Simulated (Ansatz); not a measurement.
# Lattice dynamics of BP (F-43m), part 2 of 2

Wanted: phonon frequencies of BP (F-43m) and what follows from them.

Ansatz 0.2.0; DFT LDA, scalar-relativistic, plane waves, PAW; PAW set soft_1.

So far. Step 3 (Tight relaxation): The forces vanish by symmetry and the pressure is 0.000 GPa, within the tolerances set. The cell now holds 11.32 Å³/atom. Step 4 (Linear response at the zone centre): Before it was imposed, the acoustic sum rule was missed by 2.5e-4 eV/Å² and the charge sum rule by 1.0e-4 e. Small misses are needed for a sound result but don't prove that mesh and cutoff are converged. The lowest optical mode is real, 821 cm⁻¹. The relaxed cell has a = 4.491 Å (conventional setting).

### 5. Response at finite wavevector

Stability and thermal properties need the whole zone. Linear response on a 4×4×4 q mesh gives force constants as far as a supercell of that size would, and the tensors from the zone-centre run are typed in so that the long-range dipole term is interpolated apart.

Input file input.yaml:

```yaml
crystal:
  lattice:
    - [0.0, 2.2452912154, 2.2452912154]
    - [2.2452912154, 0.0, 2.2452912154]
    - [2.2452912154, 2.2452912154, 0.0]
  atoms:
    - { symbol: B, position: [0.0, 0.0, 0.0] }
    - { symbol: P, position: [0.25, 0.25, 0.25] }
kpoints:
  mp_grid: { grid: [12, 12, 12] }
hamiltonian:
  xc: lda
  pseudopotentials: { kind: paw, azcp: { folder: soft_1 }, xc_functional: pbe }
scf:
  occupations: { method: fixed }
output:
  eigenvalues: true
phonons:
  method: dfpt
  qmesh: [4, 4, 4]
  temperatures: { t_max: 1000, t_step: 50 }
  qpath:
    path:
      - [[0.0, 0.0, 0.0], [-0.5, -0.5, 0.0], [-0.375, -0.375, 0.25]]
      - [[-0.375, 0.0, 0.375], [0.0, 0.0, 0.0], [0.0, 0.0, 0.5], [-0.5, -0.25, 0.25], [-0.5, -0.5, 0.0]]
    npoints: 10
  non_analytic_term:
    high_frequency_dielectric_tensor: [[9.1841, 0.0, 0.0], [0.0, 9.1841, 0.0], [0.0, 0.0, 9.1841]]
    born_effective_charges:
      - { species: B, tensor: [[-0.6403, 0.0, 0.0], [0.0, -0.6403, 0.0], [0.0, 0.0, -0.6403]] }
      - { species: P, tensor: [[0.6403, 0.0, 0.0], [0.0, 0.6403, 0.0], [0.0, 0.0, 0.6403]] }
    source: "zone-centre run at this cell"
```

Run with:

```sh
$ ansatz run input.yaml --threads 4 --pin off --max-ram 10240MiB --backend cpu --events-out ev --progress --plain --runs-dir out
```

Wall time 34 s (4 threads of Intel Xeon Platinum 8488C (Sapphire Rapids), shared host); peak memory 1.1 GiB.

This step gave:

- sum-rule residual before enforcement: 9.46e-6 eV/Å²
- lowest frequency on the path: 0 cm⁻¹
- highest frequency on the path or at a solved wavevector: 828.8 cm⁻¹
- mean frequency: 552.7 cm⁻¹
- Debye temperature (second moment): 1109 K
- logarithmic mean frequency: 497.6 cm⁻¹
- lowest mode on the q mesh (acoustic modes at Γ apart): 178.4 cm⁻¹
- zero-point energy per atom: 102.8 meV
- heat capacity at 300 K: 14.47 J/(mol atoms K)
- vibrational entropy at 300 K: 9.887 J/(mol atoms K)
- edges of the widest gap between branches, on path and mesh: 536.6, 684.2 cm⁻¹

Frequencies (cm⁻¹) solved at each irreducible wavevector; negative means imaginary. Frequencies by wavevector, by row:

| q in reciprocal lattice units | star | mode 1 | mode 2 | mode 3 | mode 4 | mode 5 | mode 6 |
| --- | --- | --- | --- | --- | --- | --- | --- |
| 0 0 0 | 1 | 0 | 0 | 0 | 820.9 | 820.9 | 820.9 |
| 0 0 0.25 | 8 | 178.4 | 178.4 | 352 | 794.7 | 794.7 | 810 |
| 0 0 -0.5 | 4 | 223 | 223 | 517.8 | 775 | 782.5 | 782.5 |
| 0 0.25 0.25 | 6 | 240.4 | 240.4 | 368.1 | 765.5 | 765.5 | 823.2 |
| 0 0.25 -0.5 | 24 | 283.8 | 366.9 | 465.1 | 718.3 | 746.6 | 804.9 |
| 0 0.25 -0.25 | 12 | 262.2 | 357.2 | 418.7 | 730.1 | 758.2 | 806.8 |
| 0 -0.5 -0.5 | 3 | 311.8 | 311.8 | 536.6 | 729.3 | 729.3 | 804 |
| 0.25 -0.5 -0.25 | 6 | 369.6 | 416.2 | 444.5 | 684.2 | 729.3 | 801.1 |

Interpolated from a 4×4×4 q mesh, with the LO-TO term (at Γ the limit along the path; where Γ stands inside the path, tables give the limit on arrival). The phonon branches at the labelled points (cm⁻¹):

| point | branch 1 | branch 2 | branch 3 | branch 4 | branch 5 | branch 6 |
| --- | --- | --- | --- | --- | --- | --- |
| Γ | 0 | 0 | 0 | 821 | 821 | 828 |
| halfway | 240 | 240 | 368 | 766 | 766 | 823 |
| X | 312 | 312 | 537 | 729 | 729 | 804 |
| halfway | 312 | 344 | 521 | 717 | 730 | 804 |
| U | 309 | 404 | 480 | 692 | 733 | 808 |
| jump to K | 309 | 404 | 480 | 692 | 733 | 808 |
| halfway | 215 | 284 | 364 | 772 | 779 | 806 |
| Γ | 0 | 0 | 0 | 821 | 821 | 828 |
| halfway | 178 | 178 | 352 | 795 | 795 | 810 |
| L | 223 | 223 | 518 | 775 | 782 | 782 |
| halfway | 288 | 347 | 480 | 711 | 754 | 804 |
| W | 370 | 416 | 444 | 684 | 729 | 801 |
| halfway | 340 | 349 | 506 | 708 | 729 | 803 |
| X | 312 | 312 | 537 | 729 | 729 | 804 |

Tetrahedra on a 24×24×24 mesh, mean over bins of 10 cm-1. Interpolated from a 4×4×4 q mesh. The phonon density of states by wavenumber; read off at these points:

wavenumber (cm⁻¹), phonon density of states (1/cm⁻¹/cell) and a bar:
```
        5     0.0000 
       35     0.0001 
       65     0.0002 
       95     0.0005 
      115     0.0008 
      145     0.0014 #
      175     0.0023 #
      205     0.0042 ##
      235     0.0092 ###
      265     0.0105 ####
      295     0.0127 #####
      315     0.0155 ######
      345     0.0095 ####
      375     0.0073 ###
      405     0.0072 ###
      435     0.0050 ##
      465     0.0136 #####
      495     0.0057 ##
      525     0.0011 
      545     0.0000 
      575     0.0000 
      605     0.0000 
      635     0.0000 
      665     0.0000 
      695     0.0112 ####
      725     0.0138 #####
      735     0.0325 ############
      745     0.0252 ##########
      775     0.0192 #######
      805     0.0795 ##############################
      835     0.0000
```

The partial phonon density of states has structure finer than the step of the table below, so its rows give means over 50 cm⁻¹, whole bins alone (the curve runs from -10 to 864 cm⁻¹). Peaks (cm⁻¹: height): B 737.3: 0.0231, 803.2: 0.0471; P 308.7: 0.0127, 462.5: 0.0119, 737.3: 0.00492, 803.2: 0.00718.

Phonopy on the run's constants, 21x21x21 mesh, Gaussian sigma 6.2 cm-1. Interpolated from a 4×4×4 q mesh. Table of partial phonon density of states by wavenumber; means over each step; values in 1/cm⁻¹/cell:

| wavenumber (cm⁻¹) | B | P |
| --- | --- | --- |
| 50 | 3.7e-5 | 1.1e-4 |
| 100 | 1.6e-4 | 4.6e-4 |
| 150 | 3.8e-4 | 0.00116 |
| 200 | 0.00101 | 0.00333 |
| 250 | 0.00210 | 0.00758 |
| 300 | 0.00250 | 0.0106 |
| 350 | 0.00148 | 0.00773 |
| 400 | 9.2e-4 | 0.00582 |
| 450 | 6.4e-4 | 0.00862 |
| 500 | 1.9e-4 | 0.00495 |
| 550 | 1.6e-6 | 2.1e-4 |
| 600 | 0 | 0 |
| 650 | 4.3e-5 | 3.7e-7 |
| 700 | 0.00847 | 6.9e-4 |
| 750 | 0.0187 | 0.00428 |
| 800 | 0.0228 | 0.00429 |

Second derivatives of the energy by pair, one row for each kind of neighbour of each atom listed. Each entry sums the pair over the periodic images of the supercell that the q mesh stands for, and in a polar crystal it holds the long-range dipole part too. Force constants by pair, by row:

| atom | neighbour | distance (Å) | third of the trace (eV/Å²) | along the pair's line (eV/Å²) |
| --- | --- | --- | --- | --- |
| B1 | itself | 0 | 20.31 | – |
| B1 | P | 1.944 | -4.899 | -9.818 |
| B1 | B | 3.175 | -0.0193 | -0.6877 |
| B1 | P | 3.723 | 0.0573 | 0.1262 |
| B1 | B | 4.491 | -0.0299 | -0.0281 |
| B1 | P | 4.893 | -0.1176 | -0.0265 |
| B1 | B | 5.5 | -0.0048 | -0.0049 |
| B1 | P | 5.833 | 0.0138 | 0.0096 |
| B1 | P | 5.833 | 0.0148 | 0.0146 |
| P2 | itself | 0 | 23.04 | – |
| P2 | B | 1.944 | -4.899 | -9.818 |
| P2 | P | 3.175 | -0.2124 | -1.452 |
| P2 | B | 3.723 | 0.0573 | 0.1262 |
| P2 | P | 4.491 | -0.029 | -0.0584 |
| P2 | B | 4.893 | -0.1176 | -0.0265 |
| P2 | P | 5.5 | -0.0303 | -0.0337 |
| P2 | B | 5.833 | 0.0138 | 0.0096 |
| P2 | B | 5.833 | 0.0148 | 0.0146 |

Harmonic thermodynamic functions per atom, from the density of states. Interpolated from a 4×4×4 q mesh. Thermodynamic functions, by row:

| T (K) | F_vib (meV/atom) | S (J/mol-atom/K) | C_V (J/mol-atom/K) |
| --- | --- | --- | --- |
| 0 | 102.8 | 0 | 0 |
| 50 | 102.8 | 0.106 | 0.383 |
| 100 | 102.5 | 1.045 | 2.925 |
| 200 | 99.51 | 5.068 | 9.341 |
| 300 | 91.77 | 9.887 | 14.47 |
| 400 | 79.08 | 14.55 | 17.82 |
| 500 | 61.77 | 18.77 | 19.91 |
| 600 | 40.34 | 22.52 | 21.24 |
| 700 | 15.23 | 25.87 | 22.12 |
| 800 | -13.16 | 28.86 | 22.73 |
| 900 | -44.5 | 31.57 | 23.17 |
| 1000 | -78.51 | 34.02 | 23.49 |

Harmonic mean-square displacement, third of the trace. Interpolated from a 4×4×4 q mesh. Mean square displacements, by row:

| T (K) | B1 U_eq (Å²) | P2 U_eq (Å²) |
| --- | --- | --- |
| 0 | 0.00262 | 0.00158 |
| 100 | 0.00273 | 0.0017 |
| 300 | 0.00365 | 0.00279 |
| 600 | 0.00578 | 0.00498 |

Symmetry leaves 8 wavevectors to solve. The lowest mode among them, the acoustic zeros apart, lies at q = (0, 0, 0.25) and is real, 178 cm⁻¹.

### 6. Finite displacements in a supercell

Finite displacements in a 2×2×2 supercell give force constants from forces alone. They are exact at the wavevectors that the supercell holds, where they check the linear-response result.

Changes to input.yaml since step 5:

```diff
@@ -18,4 +18,4 @@
 phonons:
-  method: dfpt
-  qmesh: [4, 4, 4]
+  method: fd
+  supercell: [2, 2, 2]
   temperatures: { t_max: 1000, t_step: 50 }
```

The job ended after 10 s (4 threads; peak memory 0.77 GiB).

Numbers from this step:

```yaml
atoms_in_the_supercell: 16
sum_rule_residual_before_enforcement: 3.50e-4 eV/Å²
highest_frequency_on_the_path_or_at_a_solved_wavevector: 830.3 cm⁻¹
```

Interpolated from a 2×2×2 supercell, rough between the solved points, with the LO-TO term (at Γ the limit along the path; where Γ stands inside the path, tables give the limit on arrival). The phonon branches at the labelled points (cm⁻¹):

| point | branch 1 | branch 2 | branch 3 | branch 4 | branch 5 | branch 6 |
| --- | --- | --- | --- | --- | --- | --- |
| Γ | 0 | 0 | 0 | 821 | 821 | 828 |
| halfway | 203 | 203 | 358 | 784 | 784 | 828 |
| X | 312 | 312 | 537 | 729 | 729 | 804 |
| halfway | 306 | 342 | 525 | 730 | 734 | 799 |
| U | 289 | 397 | 496 | 730 | 745 | 792 |
| jump to K | 289 | 397 | 496 | 730 | 745 | 792 |
| halfway | 175 | 250 | 369 | 791 | 797 | 806 |
| Γ | 0 | 0 | 0 | 821 | 821 | 828 |
| halfway | 152 | 152 | 337 | 803 | 803 | 815 |
| L | 223 | 223 | 518 | 775 | 782 | 782 |
| halfway | 263 | 340 | 498 | 748 | 768 | 786 |
| W | 344 | 385 | 484 | 735 | 743 | 783 |
| halfway | 328 | 344 | 515 | 732 | 735 | 795 |
| X | 312 | 312 | 537 | 729 | 729 | 804 |

Tetrahedra on a 24×24×24 mesh, mean over bins of 10 cm-1. Interpolated from a 2×2×2 supercell, rough between the solved points. The phonon density of states by wavenumber; read off at these points:

| wavenumber (cm⁻¹) | phonon density of states (1/cm⁻¹/cell) |
| --- | --- |
| 5 | 0 |
| 25 | 5.0e-5 |
| 45 | 2.1e-4 |
| 75 | 6.2e-4 |
| 95 | 0.00101 |
| 115 | 0.00152 |
| 135 | 0.00216 |
| 165 | 0.00348 |
| 185 | 0.00474 |
| 205 | 0.00661 |
| 225 | 0.0109 |
| 255 | 0.0115 |
| 275 | 0.0115 |
| 295 | 0.0116 |
| 305 | 0.0116 |
| 315 | 0.0102 |
| 345 | 0.00657 |
| 365 | 0.00679 |
| 385 | 0.0078 |
| 405 | 0.00339 |
| 435 | 0.00322 |
| 455 | 0.00467 |
| 475 | 0.00936 |
| 485 | 0.0176 |
| 495 | 0.0145 |
| 525 | 0.00158 |
| 545 | 0 |
| 565 | 0 |
| 585 | 0 |
| 615 | 0 |
| 635 | 0 |
| 655 | 0 |
| 675 | 0 |
| 705 | 0 |
| 725 | 3.6e-4 |
| 745 | 0.0264 |
| 765 | 0.0297 |
| 785 | 0.0563 |
| 795 | 0.0436 |
| 815 | 0.0177 |
| 835 | 1.2e-4 |

At Γ the two methods differ by at most 0.0 cm⁻¹.

### 7. Results

- space group after relaxation (within 0.01 Å): F-43m
- volume per atom: 11.3 Å³
- gap on the k-mesh: 1.14 eV
- highest optical mode at the zone centre (no LO-TO term): 821 cm⁻¹
- top of the zone-centre spectrum with the field: 828 cm⁻¹
- lowest optical zone-centre mode: 821 cm⁻¹
- mean high-frequency dielectric constant: 9.18
- mean static dielectric constant: 9.35
- largest Born charge (third of the trace): -0.640 e
- lowest mode on the q mesh (acoustic modes at Γ apart): 178 cm⁻¹
- highest frequency on the path or at a solved wavevector: 829 cm⁻¹
- zero-point energy per atom: 103 meV
- heat capacity at 300 K: 14.5 J/(mol atoms K)
- vibrational entropy at 300 K: 9.89 J/(mol atoms K)
- Debye temperature (second moment): 1109 K
- imaginary modes on the 4×4×4 q mesh: none

What this shows: The structure is a minimum as far as tested: no mode is imaginary at the 8 irreducible wavevectors of the 4×4×4 mesh, and the softest away from the acoustic zeros lies at 178 cm⁻¹. Without the field, the optical modes at Γ form one degenerate level at 821 cm⁻¹. The highest mode in this list at Γ, 820.9 cm⁻¹, is mostly motion of B (74 % of the kinetic energy). With the macroscopic field of the longitudinal modes the top of the zone-centre spectrum lies at 828 cm⁻¹, against 821 cm⁻¹ without it. Lattice motion raises the mean dielectric constant from 9.184 to 9.349. The strongest infrared line is at 821 cm⁻¹. On the path and the mesh, the widest gap between branches runs from 537 to 684 cm⁻¹. Finite displacements and linear response differ by 0.0 cm⁻¹ in the highest zone-centre mode. The program warns that the interpolation holds no quadrupole term, so branches close to Γ can be off in this crystal. The PAW files were made for PBE and serve the other functionals too. These are harmonic frequencies at zero temperature: anharmonic shifts, linewidths and thermal expansion are left out.

Calculation against experiment:

| quantity | measured | LDA, PAW; PAW set soft_1 |
| --- | --- | --- |
| lattice constant a (Å) | 4.5383 | 4.491 (-1.1 %) |
| Raman mode, TO at Gamma (T2), ambient … (cm⁻¹) | 794 | 821 (+3.4 %) |

Measured values from arxiv:1906.04101 (2019) and arxiv:1505.05714 (2015).

How well it matches: The lattice constant a is off by -1.1 %: fair agreement. The Raman mode is off by +3.4 %: fair agreement. The grades are ours: good and fair within 0.7 and 1.5 % for the lattice constant a and 3 and 7 % for the Raman mode. For lattice constants and Raman mode the calculation has a static lattice, without zero-point motion or thermal expansion (measured at up to 300 K).

[Logs are printed without paths, hosts, clocks, repeated set-up lines and the standing remarks that a program may print on its own settings, such as how far it seeks lower states.]

[Hosts, paths, dates, database ids (printed as entryN), source tags and the programs' standing remarks are cut or masked in the printed files.]
